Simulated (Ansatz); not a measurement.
# Transmission past a defect: Cu wire along [110], 4 atoms a period, vacancy of one Cu, part 3 of 4

What does the defect do to the conductance?

Ansatz 0.2.0; DFT PBE, plane waves, PAW; relaxation of a wire's period (the session's first sound run).

So far, conductance of the lead as this run defines it (G₀): step 3 (the wire at its relaxed period) 3.78.

## Step 4: Relaxation of the scattering region

This step: DFT PBE, plane waves, PAW; relaxation of a junction in a wire, ends held (Ansatz 0.2.0).

System of this step: Cu wire along [110], 4 atoms a period, vacancy of one Cu. The cell holds 35 atoms: 35 Cu. Its edges and angles: a = 8.615 Å, b = 10.650 Å, c = 21.908 Å, α = 90.0°, β = 90.0°, γ = 90.0°. Regions: held atoms, 24 atoms (24 Cu); free atoms, 11 atoms (11 Cu). Vacuum lies along a and b. The structure's axis is c.

11 atoms at the defect are free to relax, while 24 stay where the perfect wire has them, so that the ends still repeat as a lead. The cutoff is set under the files' recommended one to save time.

Input file input.yaml:

```yaml
crystal:
  lattice:
    - [8.615, 0.0, 0.0]
    - [0.0, 10.65, 0.0]
    - [0.0, 0.0, 21.9077510561]
  atoms:
    - { symbol: Cu, position: [0.393193592, 0.44203737, 0.0] }
    - { symbol: Cu, position: [0.598664468, 0.331705733, 0.055555556] }
    - { symbol: Cu, position: [0.606806408, 0.55796263, 0.055555556] }
    - { symbol: Cu, position: [0.401335532, 0.668294267, 0.0] }
    - { symbol: Cu, position: [0.393193592, 0.44203737, 0.111111111] }
    - { symbol: Cu, position: [0.598664468, 0.331705733, 0.166666667] }
    - { symbol: Cu, position: [0.606806408, 0.55796263, 0.166666667] }
    - { symbol: Cu, position: [0.401335532, 0.668294267, 0.111111111] }
    - { symbol: Cu, position: [0.393193592, 0.44203737, 0.222222222] }
    - { symbol: Cu, position: [0.598664468, 0.331705733, 0.277777778] }
    - { symbol: Cu, position: [0.606806408, 0.55796263, 0.277777778] }
    - { symbol: Cu, position: [0.401335532, 0.668294267, 0.222222222] }
    - { symbol: Cu, position: [0.393193592, 0.44203737, 0.333333333] }
    - { symbol: Cu, position: [0.598664468, 0.331705733, 0.388888889] }
    - { symbol: Cu, position: [0.606806408, 0.55796263, 0.388888889] }
    - { symbol: Cu, position: [0.401335532, 0.668294267, 0.333333333] }
    - { symbol: Cu, position: [0.39667589, 0.446732206, 0.444444444], spin: 0.6 }
    - { symbol: Cu, position: [0.598664468, 0.331705733, 0.5] }
    - { symbol: Cu, position: [0.401335532, 0.668294267, 0.444444444] }
    - { symbol: Cu, position: [0.393193592, 0.44203737, 0.555555556] }
    - { symbol: Cu, position: [0.598664468, 0.331705733, 0.611111111] }
    - { symbol: Cu, position: [0.606806408, 0.55796263, 0.611111111] }
    - { symbol: Cu, position: [0.401335532, 0.668294267, 0.555555556] }
    - { symbol: Cu, position: [0.393193592, 0.44203737, 0.666666667] }
    - { symbol: Cu, position: [0.598664468, 0.331705733, 0.722222222] }
    - { symbol: Cu, position: [0.606806408, 0.55796263, 0.722222222] }
    - { symbol: Cu, position: [0.401335532, 0.668294267, 0.666666667] }
    - { symbol: Cu, position: [0.393193592, 0.44203737, 0.777777778] }
    - { symbol: Cu, position: [0.598664468, 0.331705733, 0.833333333] }
    - { symbol: Cu, position: [0.606806408, 0.55796263, 0.833333333] }
    - { symbol: Cu, position: [0.401335532, 0.668294267, 0.777777778] }
    - { symbol: Cu, position: [0.393193592, 0.44203737, 0.888888889] }
    - { symbol: Cu, position: [0.598664468, 0.331705733, 0.944444444] }
    - { symbol: Cu, position: [0.606806408, 0.55796263, 0.944444444] }
    - { symbol: Cu, position: [0.401335532, 0.668294267, 0.888888889] }
magnetization:
  spin_polarized: true
kpoints:
  mp_grid: { grid: [1, 1, 2] }
scf:
  occupations: { method: fermi_dirac, width: 0.1 }
hamiltonian:
  xc: pbe
relax:
  constraints:
    - { sites: [0, 1, 2, 3, 4, 5, 6, 7, 8, 9, 10, 11, 23, 24, 25, 26, 27, 28, 29, 30, 31, 32, 33, 34] }
  f_tol: 0.06
  max_steps: 35
basis:
  ecutwfc: "350 eV"
```

Launch:

```bash
$ ansatz run input.yaml --threads 4 --pin off --max-ram 16384MiB --backend cpu --events-out ev --progress --plain --runs-dir out
```

Numbers of over 12 decimals in the logs are rounded to 6 here.

The log of the run:

```text
[...]
Crystal: 35 atoms, lattice volume = 2010.031 Å³
Basis set: ecut = 350 eV, 29869 PW (Γ), exchange–correlation on 108×144×270 points (8 copies of the dense FFT grid, shifted against one another)
Bands: 400, of which v1, the nominal top of the filled ones, is band 333 counted from 1 (332 counted from 0)
Symmetry: 1 space group operations
[...]
k-points: 2
[...]
Starting moments: Σ|m| = 0.6 μB on 1 of 35 sites
[...]
SCF iter   1: F=—  HF=-231862.359794 eV  |F-HF|=—  |Δ(HF+E_count)|=         —  Δρ=4.35e-2 (↑4.35e-2 ↓4.18e-2)  dr2=9.53e1  dr2_m=4.43e-1  M=0.122 μB ∫|m|=0.210 μB  β_m=0.30  ethr=3.10e-3  ⟨swp⟩=7.0  Hψ=6695  notcnv=0  defer=70
[...]
spin=Collinear: LDOS preconditioning applied to the charge; magnetization (m = ρ↑ − ρ↓) channel mixes plain (no charge-response kernel on spin).
SCF iter   2: F=—  HF=-231844.740844 eV  |F-HF|=—  |Δ(HF+E_count)|=    1.76e1  Δρ=6.63e-3 (↑6.63e-3 ↓6.37e-3)  dr2=1.75e0  dr2_m=3.42e-1  M=0.062 μB ∫|m|=0.112 μB  β_m=0.30  ethr=3.10e-3  ⟨swp⟩=2.0  Hψ=3109  notcnv=0  defer=136
[...]
SCF iter   6: F=—  HF=-231843.694601 eV  |F-HF|=—  |Δ(HF+E_count)|=   3.22e-3  Δρ=1.52e-3 (↑1.52e-3 ↓1.52e-3)  dr2=4.70e-2  dr2_m=3.45e-2  M=0.019 μB ∫|m|=0.045 μB  β_m=0.30  ethr=6.94e-5  ⟨swp⟩=2.0  Hψ=2143  notcnv=0  defer=148
[...]
spin-set hold released at iteration 6 (site moments contracting): the magnetisation degrees of freedom join the quasi-Newton model from the next iteration; the mixer history was flushed
SCF iter   7: F=—  HF=-231843.705258 eV  |F-HF|=—  |Δ(HF+E_count)|=   1.07e-2  Δρ=1.13e-3 (↑1.09e-3 ↓1.13e-3)  dr2=2.32e-2  dr2_m=1.96e-2  M=0.015 μB ∫|m|=0.036 μB  β_m=0.65  ethr=7.06e-6  ⟨swp⟩=1.0  Hψ=1840  notcnv=0  defer=148
[...]
SCF iter  12: F=-231843.719316 eV  HF=-231843.719320 eV  |F-HF|=4.43e-6  |Δ(HF+E_count)|=   1.16e-5  Δρ=1.07e-5 (↑1.07e-5 ↓1.04e-5)  dr2=8.78e-6  dr2_m=3.25e-7  M=0.000 μB ∫|m|=0.001 μB  ethr=1.35e-8  ⟨swp⟩=2.0  Hψ=4247  notcnv=0
WARN: the starting moments were not kept: the SCF closed with an absolute magnetisation of 1.0e-3 μB, where they sum to 0.6 μB in size (1 site). That is at most 0.1 of that sum. Measured as dr2_m measures the in/out step, that magnetisation stands 1.2e-8 eV from none, at or under the dr2_threshold of 9.0e-5 eV: it is no larger than a step whose dr2_m would equal this threshold. The system may hold no moment; this SCF [...]
SCF 1 converged in 12 iterations: F = -231843.719316 eV  dr2 = 8.78e-6
[...]
relax step   1: F+E_penalty+E_count = -231843.71931591 eV  Δ(F+E_penalty+E_count) = +0.000e0 eV  max|allowed force component| = 2.687e-1 eV/Å  Δτ_max = 0.0000 Å  (12 SCF iters, dr2 threshold 9.00e-5 eV, accepted)
[...]
Starting moments: Σ|m| = 0.6 μB on 1 of 35 sites; this step starts from the density that it was given
[...]
SCF iter   6: F=-231843.741671 eV  HF=-231843.741673 eV  |F-HF|=1.64e-6  |Δ(HF+E_count)|=   4.96e-6  Δρ=5.40e-6 (↑5.33e-6 ↓5.40e-6)  dr2=4.34e-6  dr2_m=1.77e-8  M=0.000 μB ∫|m|=0.000 μB  ethr=6.78e-10  ⟨swp⟩=2.0  Hψ=5580  notcnv=0
the starting moments were not kept: the SCF closed with an absolute magnetisation of 2.7e-4 μB, where they sum to 0.6 μB in size (1 site). That is at most 0.1 of that sum. Measured as dr2_m measures the in/out step, that magnetisation stands 1.2e-9 eV from none, at or under the dr2_threshold of 4.5e-6 eV: it is no larger than a step whose dr2_m would equal this threshold.
SCF 2 converged in 6 iterations: F = -231843.741671 eV  dr2 = 4.34e-6
relax step   2: F+E_penalty+E_count = -231843.74167115 eV  Δ(F+E_penalty+E_count) = -2.236e-2 eV  max|allowed force component| = 2.223e-1 eV/Å  Δτ_max = 0.0505 Å  (6 SCF iters, dr2 threshold 4.51e-6 eV, accepted)
SCF iter   1: F=—  HF=-231843.841905 eV  |F-HF|=—  |Δ(HF+E_count)|=         —  Δρ=2.07e-3 (↑2.07e-3 ↓2.02e-3)  dr2=2.14e-1  dr2_m=2.77e-3  M=0.001 μB ∫|m|=0.003 μB  β_m=0.30  ethr=1.68e-4  ⟨swp⟩=4.2  Hψ=4523  notcnv=0  defer=152
[...]
SCF iter  12: F=-231843.793955 eV  HF=-231843.793955 eV  |F-HF|=5.24e-10  |Δ(HF+E_count)|=   1.72e-8  Δρ=4.12e-7 (↑4.08e-7 ↓4.12e-7)  dr2=1.26e-8  dr2_m=2.38e-11  M=0.000 μB ∫|m|=0.000 μB  ethr=1.50e-11  ⟨swp⟩=3.0  Hψ=3726  notcnv=0
[...]
SCF 3 converged in 12 iterations: F = -231843.793955 eV  dr2 = 1.26e-8
[...]
relax step   3: F+E_penalty+E_count = -231843.79395548 eV  Δ(F+E_penalty+E_count) = -5.228e-2 eV  max|allowed force component| = 1.993e-1 eV/Å  Δτ_max = 0.1904 Å  (12 SCF iters, accepted)
[... from here on, the SCF cycles and remarks between the steps are left out ...]
relax step   4: F+E_penalty+E_count = -231843.85060531 eV  Δ(F+E_penalty+E_count) = -5.665e-2 eV  max|allowed force component| = 2.489e-1 eV/Å  Δτ_max = 0.1959 Å  (7 SCF iters, dr2 threshold 2.72e-5 eV, accepted)
relax step   5: F+E_penalty+E_count = -231843.91487057 eV  Δ(F+E_penalty+E_count) = -6.427e-2 eV  max|allowed force component| = 2.721e-1 eV/Å  Δτ_max = 0.1956 Å  (7 SCF iters, dr2 threshold 4.98e-5 eV, accepted)
relax step   6: F+E_penalty+E_count = -231843.98259320 eV  Δ(F+E_penalty+E_count) = -6.772e-2 eV  max|allowed force component| = 2.559e-1 eV/Å  Δτ_max = 0.1951 Å  (7 SCF iters, dr2 threshold 7.40e-5 eV, accepted)
relax step   7: F+E_penalty+E_count = -231844.05398670 eV  Δ(F+E_penalty+E_count) = -7.139e-2 eV  max|allowed force component| = 1.916e-1 eV/Å  Δτ_max = 0.2000 Å  (7 SCF iters, dr2 threshold 5.79e-5 eV, accepted)
relax step   8: F+E_penalty+E_count = -231844.14456176 eV  Δ(F+E_penalty+E_count) = -9.058e-2 eV  max|allowed force component| = 1.425e-1 eV/Å  Δτ_max = 0.2000 Å  (8 SCF iters, dr2 threshold 2.06e-5 eV, accepted)
relax step   9: F+E_penalty+E_count = -231844.24569311 eV  Δ(F+E_penalty+E_count) = -1.011e-1 eV  max|allowed force component| = 1.555e-1 eV/Å  Δτ_max = 0.2000 Å  (9 SCF iters, dr2 threshold 1.12e-5 eV, accepted)
relax step  10: F+E_penalty+E_count = -231844.34457655 eV  Δ(F+E_penalty+E_count) = -9.888e-2 eV  max|allowed force component| = 1.171e-1 eV/Å  Δτ_max = 0.1951 Å  (9 SCF iters, dr2 threshold 1.34e-5 eV, accepted)
relax step  11: F+E_penalty+E_count = -231844.41001368 eV  Δ(F+E_penalty+E_count) = -6.544e-2 eV  max|allowed force component| = 1.096e-1 eV/Å  Δτ_max = 0.2000 Å  (8 SCF iters, dr2 threshold 7.77e-6 eV, accepted)
relax step  12: F+E_penalty+E_count = -231844.46358860 eV  Δ(F+E_penalty+E_count) = -5.357e-2 eV  max|allowed force component| = 1.135e-1 eV/Å  Δτ_max = 0.1947 Å  (12 SCF iters, dr2 threshold 6.81e-6 eV, accepted)
relax step  13: F+E_penalty+E_count = -231844.50503558 eV  Δ(F+E_penalty+E_count) = -4.145e-2 eV  max|allowed force component| = 2.481e-1 eV/Å  Δτ_max = 0.1952 Å  (11 SCF iters, dr2 threshold 1.13e-5 eV, accepted)
relax step  14: F+E_penalty+E_count = -231844.55958054 eV  Δ(F+E_penalty+E_count) = -5.454e-2 eV  max|allowed force component| = 2.235e-1 eV/Å  Δτ_max = 0.2000 Å  (8 SCF iters, dr2 threshold 6.16e-5 eV, accepted)
relax step  15: F+E_penalty+E_count = -231844.58617086 eV  Δ(F+E_penalty+E_count) = -2.659e-2 eV  max|allowed force component| = 1.926e-1 eV/Å  Δτ_max = 0.1946 Å  (10 SCF iters, dr2 threshold 4.05e-5 eV, accepted)
relax step  16: F+E_penalty+E_count = -231844.59991246 eV  Δ(F+E_penalty+E_count) = -1.374e-2 eV  max|allowed force component| = 1.844e-2 eV/Å  Δτ_max = 0.0809 Å  (10 SCF iters, dr2 threshold 2.75e-5 eV, accepted)
[...]
SCF iter   6: F=-231844.599917 eV  HF=-231844.599917 eV  |F-HF|=2.21e-7  |Δ(HF+E_count)|=   1.50e-7  Δρ=6.22e-7 (↑6.22e-7 ↓6.22e-7)  dr2=8.29e-8  dr2_m=2.81e-12  M=0.000 μB ∫|m|=0.000 μB  ethr=1.50e-11  ⟨swp⟩=3.0  Hψ=3840  notcnv=0
[...]
SCF 17 converged in 6 iterations: F = -231844.599917 eV  dr2 = 8.29e-8
relax step  17: F+E_penalty+E_count = -231844.59991693 eV  Δ(F+E_penalty+E_count) = -4.472e-6 eV  max|allowed force component| = 1.841e-2 eV/Å  Δτ_max = 0.0000 Å  (6 SCF iters, accepted)
SCF converged after 6 iterations
Magnetization: 0.0000 μB (332.5000 up, 332.5000 down)
Absolute magnetization: 0.0000 μB (∫|ρ↑−ρ↓|, with the PAW one-centre terms)
[...]
Per-site moments (μB) at R_I (Å): [(3.0945279209051026e-9, 0.994396), (6.320844100204283e-10, 0.994396), (-6.52062652486238e-9, 0.994396), (1.856255124799982e-9, 0.994396), (-6.344120662692786e-10, 0.994396), (4.390070646144992e-9, 0.994396), (1.0824206789175021e-8, 0.994396), (2.9416789237392367e-9, 0.994396), (2.552727640525478e-9, 0.994396), (1.5915854127216712e-9, 0.994396), (1.497924711068812e-9, 0.994396), (3.3 [...]
Free energy (F): -231844.599917 eV
[...]
Internal energy: -231844.096865 eV  (E = F + TS)
E sigma→0 (E₀):  -231844.348391 eV
Entropy (-TS):   -0.503052 eV (-14.373 meV/atom)
Fermi energy:    0.129753 eV
[...]
--- Forces (eV/Å), atoms counted from 1 ---
  atom   1  Cu    -0.03131913    -0.01936824    -0.00098660
  atom   2  Cu     0.01694032    -0.03507077     0.00317441
  atom   3  Cu     0.03231789     0.00478221     0.00610550
  atom   4  Cu    -0.02326021     0.05781341     0.00503088
  atom   5  Cu    -0.04001006    -0.01429927    -0.00659795
  atom   6  Cu     0.01495949    -0.03081587     0.03985091
  atom   7  Cu     0.03447526     0.04816270     0.02217223
  atom   8  Cu    -0.01471517     0.03452794     0.00167614
  atom   9  Cu     0.00424962    -0.03147491     0.33413531
  atom  10  Cu     0.02733911     0.14339682     0.23621800
  atom  11  Cu    -0.14874173    -0.11035735     0.26523837
  atom  12  Cu     0.05345168    -0.05756191     0.41106936
  atom  13  Cu    -0.00115400    -0.00539993    -0.00055036
  atom  14  Cu    -0.00383851     0.00491584     0.01841387
  atom  15  Cu     0.00041567    -0.00354951    -0.00212142
  atom  16  Cu    -0.00042276    -0.00336818     0.00108690
  atom  17  Cu    -0.00330172    -0.00211145     0.00248257
  atom  18  Cu     0.00663912    -0.01178311     0.00852079
  atom  19  Cu     0.00101362     0.00228616    -0.00284443
  atom  20  Cu    -0.00580164    -0.00436317    -0.00597831
  atom  21  Cu    -0.00206703    -0.00234389    -0.00681211
  atom  22  Cu     0.00410163     0.00338116    -0.00477673
  atom  23  Cu    -0.00437782     0.00091337    -0.00142925
  atom  24  Cu     0.03599859     0.13226009    -0.71929369
  atom  25  Cu    -0.00214869    -0.01620913    -0.17347101
  atom  26  Cu     0.04043543     0.00388089    -0.19360562
  atom  27  Cu     0.01136255    -0.04896159    -0.25497058
  atom  28  Cu    -0.03330959    -0.03154690    -0.00991817
  atom  29  Cu     0.01828818    -0.03580657     0.01471895
  atom  30  Cu     0.02825211     0.01831717    -0.00886059
  atom  31  Cu    -0.01045901     0.02554055     0.01464382
  atom  32  Cu    -0.03533604    -0.01773439    -0.00023947
  atom  33  Cu     0.02388708    -0.07301974     0.00092300
  atom  34  Cu     0.02715914     0.02530912    -0.00329221
  atom  35  Cu    -0.02103295     0.04958809     0.01026343
  max |Σ_I F_I| component: 7.03e-5 eV/Å
--- Relaxed structure (17 steps of the walk, 17 accepted, 0 SCFs on fresh bases) ---
  F+E_penalty+E_count = -231844.59991693 eV   max|allowed force component| = 1.841e-2 eV/Å
  atoms:
    - { symbol: Cu, position: [0.393193592, 0.44203737, 0.0] }
    - { symbol: Cu, position: [0.598664, 0.331705733, 0.055556] }
    - { symbol: Cu, position: [0.606806408, 0.55796263, 0.055556] }
    - { symbol: Cu, position: [0.401335532, 0.668294267, 0.0] }
    - { symbol: Cu, position: [0.393193592, 0.44203737, 0.111111] }
    - { symbol: Cu, position: [0.598664, 0.331705733, 0.166667] }
    - { symbol: Cu, position: [0.606806408, 0.55796263, 0.166667] }
    - { symbol: Cu, position: [0.401335532, 0.668294267, 0.111111] }
    - { symbol: Cu, position: [0.393193592, 0.44203737, 0.222222] }
    - { symbol: Cu, position: [0.598664, 0.331705733, 0.277778] }
    - { symbol: Cu, position: [0.606806408, 0.55796263, 0.277778] }
    - { symbol: Cu, position: [0.401335532, 0.668294267, 0.222222] }
    - { symbol: Cu, position: [0.391836, 0.423027, 0.338017] }
    - { symbol: Cu, position: [0.486696, 0.323165, 0.436737] }
    - { symbol: Cu, position: [0.623101, 0.499729, 0.389666] }
    - { symbol: Cu, position: [0.426703, 0.648430, 0.350885] }
    - { symbol: Cu, position: [0.352190, 0.515385, 0.445545] }
    - { symbol: Cu, position: [0.611747, 0.477519, 0.506642] }
    - { symbol: Cu, position: [0.539889, 0.674629, 0.458215] }
    - { symbol: Cu, position: [0.377669, 0.379840, 0.543604] }
    - { symbol: Cu, position: [0.607171, 0.356589, 0.608261] }
    - { symbol: Cu, position: [0.621238, 0.579928, 0.610152] }
    - { symbol: Cu, position: [0.389173, 0.606280, 0.552969] }
    - { symbol: Cu, position: [0.393193592, 0.44203737, 0.666667] }
    - { symbol: Cu, position: [0.598664, 0.331705733, 0.722222] }
    - { symbol: Cu, position: [0.606806408, 0.55796263, 0.722222] }
    - { symbol: Cu, position: [0.401335532, 0.668294267, 0.666667] }
    - { symbol: Cu, position: [0.393193592, 0.44203737, 0.777778] }
    - { symbol: Cu, position: [0.598664, 0.331705733, 0.833333] }
    - { symbol: Cu, position: [0.606806408, 0.55796263, 0.833333] }
    - { symbol: Cu, position: [0.401335532, 0.668294267, 0.777778] }
    - { symbol: Cu, position: [0.393193592, 0.44203737, 0.888889] }
    - { symbol: Cu, position: [0.598664, 0.331705733, 0.944444] }
    - { symbol: Cu, position: [0.606806408, 0.55796263, 0.944444] }
    - { symbol: Cu, position: [0.401335532, 0.668294267, 0.888889] }
```

Run time: 18 min. Hardware: 4 threads of Arm Neoverse V1, shared host; peak memory 7.9 GiB; 71 min of CPU time.

Relaxation path:

```
step  energy less that of the first step (eV)  largest force component (eV/Å)
   1                                   0.0000                          0.2687
   2                                  -0.0224                          0.2223
   3                                  -0.0746                          0.1993
   4                                  -0.1313                          0.2489
   5                                  -0.1956                          0.2721
   6                                  -0.2633                          0.2559
   7                                  -0.3347                          0.1916
   8                                  -0.4252                          0.1425
   9                                  -0.5264                          0.1555
  10                                  -0.6253                          0.1171
  11                                  -0.6907                          0.1096
  12                                  -0.7443                          0.1135
  13                                  -0.7857                          0.2481
  14                                  -0.8403                          0.2235
  15                                  -0.8669                          0.1926
  16                                  -0.8806                          0.0184
  17                                  -0.8806                          0.0184
```

The atoms that moved most (Å):

| atom | dx | dy | dz | length |
| --- | --- | --- | --- | --- |
| Cu18 | 0.113 | 1.553 | 0.146 | 1.564 |
| Cu14 | -0.965 | -0.091 | 1.048 | 1.427 |
| Cu19 | 1.194 | 0.067 | 0.302 | 1.233 |
| Cu17 | -0.383 | 0.731 | 0.024 | 0.826 |
| Cu20 | -0.134 | -0.662 | -0.262 | 0.725 |
| Cu23 | -0.105 | -0.660 | -0.057 | 0.671 |
| Cu15 | 0.140 | -0.620 | 0.017 | 0.636 |
| Cu16 | 0.219 | -0.212 | 0.385 | 0.490 |

Numbers from this step:

```yaml
energy_at_zero_smearing: -231844.3484 eV
```

The largest force component on a free atom ends at 0.018 eV/Å, under the limit of 0.06.  8 atoms of the wire itself, hydrogen apart, moved by over 0.45 Å, up to 1.56 Å.

(Continued in part 4 of 4.)

[Logs are printed without paths, hosts, clocks, repeated set-up lines and the standing remarks that a program may print on its own settings, such as how far it seeks lower states.]

[Hosts, paths, dates, database ids (printed as entryN), source tags and the programs' standing remarks are cut or masked in the printed files.]
